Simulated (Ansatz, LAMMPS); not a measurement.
## Neighbourhoods of single atoms in glassy 57SiO2-27Al2O3-16BaO (mol %) (149 atoms)

Density of this cell: 2.73 g/cm³. The cell holds 149 atoms: 25 Si, 24 Al, 7 Ba and 93 O. Cell: a = 13.216 Å, b = 13.216 Å, c = 13.216 Å, α = 90.0°, β = 90.0°, γ = 90.0°. The starting structure: 149 atoms (25 Si, 24 Al, 7 Ba, 93 O) placed at random at 2.73 g/cm³, melted at 4000 K for 10 ps at fixed volume with the Morse and Coulomb pair potential with partial charges (Pedone, Malavasi, Menziani, Cormack and Segre, J. Phys. Chem. B 110, 11780 (2006)). Quenched from 4000 K to 300 K at 25 K/ps and fixed volume, held 5 ps.

Method: Kohn-Sham DFT, revPBE, PAW (set soft_2), plane waves (Ansatz 0.2.0; cutoff 420 eV, Γ point, fermi-dirac smearing of 0.025 eV), at the relaxed geometry.

The whole cell was solved; only parts of it are printed.

Local excerpt of 46 atoms (numbers count through the whole input) about O111, which has 4 bonded neighbours where the commonest count for O is 3; x, y, z are measured from there.

| atom | x | y | z | distance (Å) | bonds | Löwdin charge (e) |
| --- | --- | --- | --- | --- | --- | --- |
| O111 | 0.00 | 0.00 | 0.00 | 0.00 | 4 | -0.97 |
| Al31 | 0.48 | -1.62 | -0.21 | 1.70 | 4 | 1.28 |
| Al48 | 0.78 | 1.41 | 0.65 | 1.74 | 4 | 1.21 |
| O66 | -0.34 | 2.65 | 0.07 | 2.67 | 4 | -1.00 |
| O81 | 1.20 | -1.58 | -1.86 | 2.72 | 3 | -0.87 |
| Ba55 | 0.33 | 1.15 | -2.50 | 2.77 | 8 | 1.94 |
| O121 | 1.25 | 0.97 | 2.29 | 2.79 | 3 | -0.86 |
| O87 | 1.41 | -2.08 | 1.26 | 2.81 | 3 | -0.89 |
| O134 | 2.24 | 1.78 | -0.30 | 2.88 | 4 | -0.96 |
| O136 | -0.88 | -2.74 | -0.29 | 2.89 | 3 | -0.88 |
| O86 | -1.90 | -0.03 | -2.24 | 2.94 | 3 | -1.11 |
| Ba56 | -2.89 | -0.71 | -0.12 | 2.98 | 8 | 1.96 |
| O149 | -2.28 | 1.10 | 1.75 | 3.08 | 3 | -0.95 |
| Al44 | -1.79 | 2.68 | 1.13 | 3.41 | 4 | 1.30 |
| O57 | -0.41 | -1.77 | 3.34 | 3.81 | 2 | -0.83 |
| Si12 | 0.91 | -2.53 | 2.77 | 3.86 | 4 | 1.70 |
| Ba51 | 3.60 | -0.47 | 1.34 | 3.87 | 8 | 1.95 |
| Si23 | 0.75 | -2.56 | -3.10 | 4.09 | 4 | 1.73 |
| Al45 | -2.22 | -1.07 | -3.56 | 4.33 | 4 | 1.27 |
| Si7 | -0.60 | -4.21 | -0.96 | 4.36 | 4 | 1.73 |
| Si1 | 1.64 | 1.37 | 3.81 | 4.37 | 4 | 1.74 |
| O123 | -0.95 | 3.78 | 2.28 | 4.51 | 3 | -0.86 |
| O106 | -0.61 | -1.96 | -4.02 | 4.52 | 4 | -0.81 |
| O135 | -3.00 | 3.39 | 0.05 | 4.53 | 2 | -0.84 |
| Al39 | 3.60 | 2.90 | -0.22 | 4.63 | 4 | 1.32 |
| O114 | 0.34 | -4.00 | -2.34 | 4.65 | 2 | -0.78 |
| Al35 | -3.31 | 0.91 | 3.17 | 4.67 | 4 | 1.38 |
| O126 | 2.19 | -2.22 | 3.79 | 4.90 | 4 | -0.85 |
| O143 | -0.20 | 3.25 | -3.75 | 4.97 | 2 | -0.98 |
| Al34 | -1.71 | -1.50 | 4.48 | 5.02 | 4 | 1.40 |
| O85 | 2.96 | 0.36 | 4.11 | 5.07 | 3 | -0.81 |
| Ba53 | 0.41 | 5.08 | 0.05 | 5.10 | 6 | 1.93 |
| O73 | 0.79 | -4.18 | 2.83 | 5.11 | 3 | -0.89 |
| O115 | 0.58 | 0.94 | 4.99 | 5.11 | 2 | -0.78 |
| O91 | 4.60 | 2.01 | 0.96 | 5.12 | 3 | -0.90 |
| O96 | -4.43 | -0.47 | 2.58 | 5.15 | 4 | -0.89 |
| O64 | 0.02 | -5.22 | 0.19 | 5.22 | 3 | -0.88 |
| O113 | -3.39 | -2.35 | -3.22 | 5.23 | 3 | -0.85 |
| O90 | 1.95 | 2.95 | 3.86 | 5.24 | 2 | -0.85 |
| O68 | 1.88 | -2.57 | -4.25 | 5.31 | 2 | -0.83 |
| O131 | -2.67 | 0.02 | 4.64 | 5.35 | 3 | -0.85 |
| O97 | -2.01 | -4.82 | -1.42 | 5.41 | 2 | -0.80 |
| O132 | -4.34 | -3.10 | 1.18 | 5.46 | 3 | -0.92 |
| O137 | -2.52 | 0.12 | -4.93 | 5.54 | 3 | -0.85 |
| O80 | -3.02 | -2.69 | 3.83 | 5.57 | 3 | -0.81 |
| Al40 | -0.41 | -5.20 | 1.96 | 5.57 | 4 | 1.36 |

The column of bonds counts only the pairs O-Si within 2.12 Å, O-Al within 2.33 Å, O-Ba within 3.68 Å; other neighbours, such as metal atoms beside each other in a compound, aren't counted, and periodic images can show an atom twice.

A closer look about Ba50, one of the 7 Ba atoms: 46 atoms, nearest first, numbered in the order of the input, with positions taken from that point.

| atom | x | y | z | distance (Å) | bonds | Löwdin charge (e) |
| --- | --- | --- | --- | --- | --- | --- |
| Ba50 | 0.00 | 0.00 | 0.00 | 0.00 | 8 | 1.91 |
| O138 | 0.54 | 0.36 | -2.45 | 2.54 | 3 | -1.02 |
| O105 | 1.74 | -1.30 | 1.54 | 2.66 | 3 | -0.90 |
| O100 | 0.07 | 2.16 | 1.69 | 2.75 | 3 | -0.89 |
| O61 | 2.27 | 1.56 | 0.26 | 2.77 | 3 | -0.89 |
| O129 | 2.32 | -2.03 | -0.85 | 3.20 | 3 | -0.81 |
| O112 | -2.03 | 0.66 | 2.41 | 3.22 | 3 | -0.82 |
| O84 | -0.76 | -1.56 | 2.74 | 3.25 | 3 | -0.87 |
| O104 | 0.05 | -2.74 | -1.97 | 3.38 | 4 | -0.84 |
| Si25 | -0.83 | 1.70 | 3.01 | 3.55 | 4 | 1.69 |
| Si8 | 3.03 | -1.76 | 0.62 | 3.56 | 4 | 1.73 |
| Al36 | 1.61 | 3.00 | 1.16 | 3.60 | 4 | 1.36 |
| Al47 | 0.91 | -2.07 | 2.88 | 3.66 | 4 | 1.37 |
| Si16 | 0.94 | 1.72 | -3.20 | 3.76 | 4 | 1.68 |
| Si19 | -2.28 | -0.96 | 2.86 | 3.78 | 4 | 1.69 |
| Si24 | 3.65 | 0.97 | -0.38 | 3.80 | 4 | 1.75 |
| O78 | 1.16 | 2.92 | -2.16 | 3.81 | 2 | -0.80 |
| O110 | -2.13 | -3.19 | -0.57 | 3.88 | 2 | -0.85 |
| Si13 | 1.71 | -2.78 | -2.18 | 3.93 | 4 | 1.74 |
| O60 | -3.19 | -1.75 | 1.70 | 4.01 | 3 | -0.90 |
| O77 | 4.04 | -0.46 | 0.39 | 4.09 | 3 | -0.82 |
| O62 | 3.62 | 0.66 | -1.97 | 4.18 | 2 | -0.85 |
| O59 | 0.06 | 0.91 | 4.14 | 4.23 | 2 | -0.85 |
| Si14 | -1.44 | -3.51 | -2.00 | 4.28 | 4 | 1.72 |
| O144 | 1.89 | -1.96 | -3.60 | 4.52 | 3 | -0.89 |
| Al39 | -2.79 | -3.44 | 1.06 | 4.55 | 4 | 1.32 |
| Ba54 | -0.48 | -1.00 | -4.44 | 4.58 | 9 | 1.92 |
| O89 | 1.52 | 4.36 | -0.04 | 4.62 | 3 | -0.86 |
| O117 | -0.30 | 1.86 | -4.29 | 4.69 | 3 | -0.83 |
| O101 | 0.83 | -3.81 | 2.80 | 4.81 | 2 | -0.83 |
| O142 | -2.25 | -2.88 | -3.31 | 4.93 | 3 | -0.89 |
| Si21 | 1.85 | 4.33 | -1.63 | 4.98 | 4 | 1.73 |
| O146 | 1.56 | -1.55 | 4.50 | 5.01 | 3 | -0.82 |
| O135 | 3.83 | -2.95 | 1.33 | 5.01 | 2 | -0.84 |
| O141 | -1.52 | 3.00 | 3.71 | 5.01 | 3 | -0.86 |
| O128 | 2.29 | 1.80 | -4.22 | 5.13 | 3 | -0.82 |
| O132 | 2.48 | 3.78 | 2.46 | 5.15 | 3 | -0.92 |
| O91 | -1.79 | -4.33 | 2.23 | 5.19 | 3 | -0.90 |
| O97 | 4.82 | 2.06 | -0.15 | 5.24 | 2 | -0.80 |
| Al42 | 0.48 | -0.29 | 5.33 | 5.36 | 4 | 1.37 |
| O58 | -3.04 | -1.03 | 4.30 | 5.37 | 2 | -0.85 |
| O67 | 2.37 | -4.25 | -2.33 | 5.40 | 2 | -0.83 |
| Al46 | 3.91 | 1.15 | -3.59 | 5.43 | 4 | 1.43 |
| Si9 | -0.56 | -4.46 | 3.30 | 5.58 | 4 | 1.71 |
| O76 | -1.19 | -5.12 | -2.27 | 5.72 | 2 | -0.79 |
| O113 | 3.44 | 4.53 | -1.94 | 6.00 | 3 | -0.85 |

The column of bonds counts only the pairs O-Si within 2.12 Å, O-Al within 2.33 Å, O-Ba within 3.68 Å; other neighbours, such as metal atoms beside each other in a compound, aren't counted, and periodic images can show an atom twice.

A closer look about O86, whose charge lies farthest from its element's mean: 46 atoms, nearest first, numbered in the order of the input, with positions taken from that point.

| atom | x | y | z | distance (Å) | bonds | Löwdin charge (e) |
| --- | --- | --- | --- | --- | --- | --- |
| O86 | 0.00 | 0.00 | 0.00 | 0.00 | 3 | -1.11 |
| Al45 | -0.32 | -1.04 | -1.32 | 1.71 | 4 | 1.27 |
| Ba56 | -0.99 | -0.68 | 2.12 | 2.44 | 8 | 1.96 |
| Ba55 | 2.23 | 1.18 | -0.25 | 2.53 | 8 | 1.94 |
| O137 | -0.62 | 0.15 | -2.69 | 2.77 | 3 | -0.85 |
| O113 | -1.49 | -2.32 | -0.97 | 2.92 | 3 | -0.85 |
| O106 | 1.29 | -1.93 | -1.78 | 2.93 | 4 | -0.81 |
| O111 | 1.90 | 0.03 | 2.24 | 2.94 | 4 | -0.97 |
| Al30 | -1.41 | 1.77 | -2.65 | 3.48 | 4 | 1.40 |
| O81 | 3.10 | -1.55 | 0.38 | 3.48 | 3 | -0.87 |
| O136 | 1.02 | -2.71 | 1.95 | 3.49 | 3 | -0.88 |
| Al31 | 2.38 | -1.59 | 2.03 | 3.51 | 4 | 1.28 |
| O67 | -2.55 | 2.12 | -1.37 | 3.59 | 2 | -0.83 |
| Si23 | 2.65 | -2.53 | -0.86 | 3.76 | 4 | 1.73 |
| O66 | 1.56 | 2.68 | 2.31 | 3.87 | 4 | -1.00 |
| O143 | 1.70 | 3.28 | -1.50 | 3.99 | 2 | -0.98 |
| Si21 | -3.08 | -2.52 | -0.67 | 4.03 | 4 | 1.73 |
| O149 | -0.38 | 1.13 | 3.99 | 4.17 | 3 | -0.95 |
| Al48 | 2.68 | 1.44 | 2.89 | 4.20 | 4 | 1.21 |
| O135 | -1.10 | 3.42 | 2.29 | 4.26 | 2 | -0.84 |
| O89 | -3.41 | -2.49 | 0.93 | 4.32 | 3 | -0.86 |
| Al44 | 0.11 | 2.71 | 3.37 | 4.32 | 4 | 1.30 |
| O75 | 2.54 | -0.16 | -3.53 | 4.35 | 3 | -0.84 |
| Al37 | 1.73 | -1.73 | -3.60 | 4.36 | 4 | 1.37 |
| O125 | -3.84 | -1.40 | -1.62 | 4.40 | 2 | -0.78 |
| Si7 | 1.31 | -4.18 | 1.29 | 4.56 | 4 | 1.73 |
| O114 | 2.24 | -3.97 | -0.10 | 4.56 | 2 | -0.78 |
| O82 | -0.57 | 3.45 | -2.95 | 4.58 | 3 | -0.82 |
| Al27 | -1.19 | -0.25 | -4.46 | 4.63 | 5 | 1.37 |
| O98 | 1.20 | 2.13 | -4.00 | 4.69 | 2 | -0.80 |
| Si4 | 1.16 | 3.45 | -2.98 | 4.70 | 4 | 1.69 |
| O97 | -0.11 | -4.79 | 0.82 | 4.86 | 2 | -0.80 |
| O134 | 4.14 | 1.81 | 1.95 | 4.92 | 4 | -0.96 |
| O94 | 0.30 | -1.48 | -4.69 | 4.93 | 3 | -0.85 |
| O65 | -2.21 | 1.39 | -4.20 | 4.95 | 3 | -0.86 |
| Si13 | -3.22 | 3.59 | -1.22 | 4.97 | 4 | 1.74 |
| O68 | 3.78 | -2.54 | -2.00 | 4.98 | 2 | -0.83 |
| O109 | -2.54 | -1.35 | -4.10 | 5.01 | 2 | -0.82 |
| O129 | -2.61 | 4.34 | 0.11 | 5.06 | 3 | -0.81 |
| Si10 | 2.54 | 1.25 | -4.35 | 5.19 | 4 | 1.74 |
| O132 | -2.44 | -3.07 | 3.43 | 5.21 | 3 | -0.92 |
| Si8 | -1.90 | 4.61 | 1.59 | 5.23 | 4 | 1.73 |
| O87 | 3.31 | -2.05 | 3.50 | 5.24 | 3 | -0.89 |
| Si3 | -3.90 | -1.34 | -3.26 | 5.26 | 4 | 1.75 |
| O96 | -2.53 | -0.44 | 4.82 | 5.46 | 4 | -0.89 |
| Al36 | -3.32 | -3.85 | 2.13 | 5.51 | 4 | 1.36 |

The column of bonds counts only the pairs O-Si within 2.12 Å, O-Al within 2.33 Å, O-Ba within 3.68 Å; other neighbours, such as metal atoms beside each other in a compound, aren't counted, and periodic images can show an atom twice.

A closer look about Al31, picked at random: 46 atoms, nearest first, numbered in the order of the input, with positions taken from that point.

| atom | x | y | z | distance (Å) | bonds | Löwdin charge (e) |
| --- | --- | --- | --- | --- | --- | --- |
| Al31 | 0.00 | 0.00 | 0.00 | 0.00 | 4 | 1.28 |
| O111 | -0.48 | 1.62 | 0.21 | 1.70 | 4 | -0.97 |
| O136 | -1.36 | -1.12 | -0.08 | 1.76 | 3 | -0.88 |
| O87 | 0.93 | -0.46 | 1.47 | 1.80 | 3 | -0.89 |
| O81 | 0.71 | 0.04 | -1.65 | 1.80 | 3 | -0.87 |
| Si7 | -1.08 | -2.59 | -0.75 | 2.90 | 4 | 1.73 |
| Si23 | 0.26 | -0.94 | -2.89 | 3.05 | 4 | 1.73 |
| Si12 | 0.42 | -0.92 | 2.97 | 3.14 | 4 | 1.70 |
| Al48 | 0.30 | 3.03 | 0.86 | 3.17 | 4 | 1.21 |
| O114 | -0.14 | -2.38 | -2.13 | 3.20 | 2 | -0.78 |
| Ba56 | -3.38 | 0.91 | 0.09 | 3.50 | 8 | 1.96 |
| O86 | -2.38 | 1.59 | -2.03 | 3.51 | 3 | -1.11 |
| Ba55 | -0.16 | 2.77 | -2.29 | 3.59 | 8 | 1.94 |
| O64 | -0.46 | -3.60 | 0.40 | 3.65 | 3 | -0.88 |
| Ba51 | 3.11 | 1.15 | 1.55 | 3.66 | 8 | 1.95 |
| O57 | -0.90 | -0.16 | 3.55 | 3.67 | 2 | -0.83 |
| O121 | 0.77 | 2.59 | 2.50 | 3.68 | 3 | -0.86 |
| O134 | 1.76 | 3.40 | -0.09 | 3.83 | 4 | -0.96 |
| O106 | -1.09 | -0.34 | -3.81 | 3.98 | 4 | -0.81 |
| O73 | 0.30 | -2.56 | 3.04 | 3.99 | 3 | -0.89 |
| O97 | -2.49 | -3.20 | -1.21 | 4.23 | 2 | -0.80 |
| Al40 | -0.90 | -3.58 | 2.17 | 4.28 | 4 | 1.36 |
| Al45 | -2.70 | 0.55 | -3.35 | 4.34 | 4 | 1.27 |
| O149 | -2.76 | 2.72 | 1.96 | 4.34 | 3 | -0.95 |
| O66 | -0.82 | 4.27 | 0.28 | 4.36 | 4 | -1.00 |
| O68 | 1.40 | -0.95 | -4.04 | 4.38 | 2 | -0.83 |
| O126 | 1.70 | -0.60 | 4.00 | 4.39 | 4 | -0.85 |
| O63 | -2.50 | -3.16 | 2.76 | 4.88 | 2 | -0.83 |
| O113 | -3.87 | -0.73 | -3.01 | 4.96 | 3 | -0.85 |
| Al44 | -2.27 | 4.30 | 1.34 | 5.04 | 4 | 1.30 |
| Si1 | 1.16 | 2.99 | 4.02 | 5.14 | 4 | 1.74 |
| Al34 | -2.20 | 0.12 | 4.69 | 5.18 | 4 | 1.40 |
| O132 | -4.82 | -1.48 | 1.39 | 5.23 | 3 | -0.92 |
| O85 | 2.48 | 1.98 | 4.32 | 5.36 | 3 | -0.81 |
| O80 | -3.51 | -1.07 | 4.03 | 5.45 | 3 | -0.81 |
| Al39 | 3.12 | 4.52 | -0.01 | 5.49 | 4 | 1.32 |
| O141 | 4.38 | -2.25 | 2.65 | 5.59 | 3 | -0.86 |
| Si5 | 2.69 | 0.45 | 4.89 | 5.60 | 4 | 1.69 |
| O91 | 4.12 | 3.63 | 1.17 | 5.62 | 3 | -0.90 |
| Al35 | -3.79 | 2.53 | 3.38 | 5.67 | 4 | 1.38 |
| Al37 | -0.65 | -0.14 | -5.64 | 5.68 | 4 | 1.37 |
| Al29 | -4.89 | -0.68 | 2.91 | 5.73 | 4 | 1.36 |
| O75 | 0.15 | 1.43 | -5.57 | 5.75 | 3 | -0.84 |
| O96 | -4.91 | 1.14 | 2.79 | 5.76 | 4 | -0.89 |
| O115 | 0.09 | 2.56 | 5.20 | 5.80 | 2 | -0.78 |
| Si24 | -3.66 | -4.29 | -1.45 | 5.82 | 4 | 1.75 |

The column of bonds counts only the pairs O-Si within 2.12 Å, O-Al within 2.33 Å, O-Ba within 3.68 Å; other neighbours, such as metal atoms beside each other in a compound, aren't counted, and periodic images can show an atom twice.

Neighbours are counted within 2.12 Å (O-Si), 2.33 Å (O-Al), 3.68 Å (O-Ba), the cutoffs taken from the relaxation.

Length of the force by element and coordination:

| element | coordination | atoms | mean length of the force (eV/Å) | spread | least | most |
| --- | --- | --- | --- | --- | --- | --- |
| Al | all | 24 | 0.0107 | 0.0057 | 0.0024 | 0.0283 |
| Al | 4 | 23 | 0.0107 | 0.0059 | 0.0024 | 0.0283 |
| Al | 5 | 1 | 0.0107 | 0 | 0.0107 | 0.0107 |
| Ba | all | 7 | 0.0131 | 0.0049 | 0.0067 | 0.0213 |
| Ba | 6 | 1 | 0.0082 | 0 | 0.0082 | 0.0082 |
| Ba | 8 | 4 | 0.0167 | 0.0033 | 0.0132 | 0.0213 |
| Ba | 9 | 2 | 0.0083 | 0.0017 | 0.0067 | 0.01 |
| O | all | 93 | 0.007 | 0.0036 | 5.0e-4 | 0.0199 |
| O | 2 | 34 | 0.0068 | 0.003 | 0.0015 | 0.0142 |
| O | 3 | 51 | 0.0068 | 0.004 | 5.0e-4 | 0.0199 |
| O | 4 | 8 | 0.0087 | 0.0031 | 0.0042 | 0.0145 |
| Si | all | 25 | 0.0135 | 0.006 | 0.0046 | 0.028 |

Löwdin charges by element and coordination (they lack the spilled electrons, 0.064 e an atom on average):

| element | coordination | atoms | mean charge (e) | spread | least | most |
| --- | --- | --- | --- | --- | --- | --- |
| Al | all | 24 | 1.36 | 0.0476 | 1.21 | 1.43 |
| Al | 4 | 23 | 1.36 | 0.0486 | 1.21 | 1.43 |
| Al | 5 | 1 | 1.37 | 0 | 1.37 | 1.37 |
| Ba | all | 7 | 1.93 | 0.0168 | 1.91 | 1.96 |
| Ba | 6 | 1 | 1.93 | 0 | 1.93 | 1.93 |
| Ba | 8 | 4 | 1.94 | 0.0164 | 1.91 | 1.96 |
| Ba | 9 | 2 | 1.91 | 0.0037 | 1.91 | 1.92 |
| O | all | 93 | -0.856 | 0.056 | -1.11 | -0.763 |
| O | 2 | 34 | -0.825 | 0.0389 | -0.978 | -0.781 |
| O | 3 | 51 | -0.872 | 0.0539 | -1.11 | -0.763 |
| O | 4 | 8 | -0.892 | 0.0682 | -0.997 | -0.811 |
| Si | all | 25 | 1.72 | 0.0225 | 1.68 | 1.75 |

The quench rate of 25 K/ps is many orders above laboratory rates, so the cell is likely richer in defects and strain than a real sample. The network of bonds at the start is that of the classical potential that made the cell, and needn't be the one that DFT or experiment would give. Only the Γ point is sampled, in a cell whose shortest periodic width is 13 Å. The Löwdin charges lack the electrons that the projection spills, 0.064 e an atom on average.

[Hosts, paths, dates, database ids (printed as entryN), source tags and the programs' standing remarks are cut or masked in the printed files.]
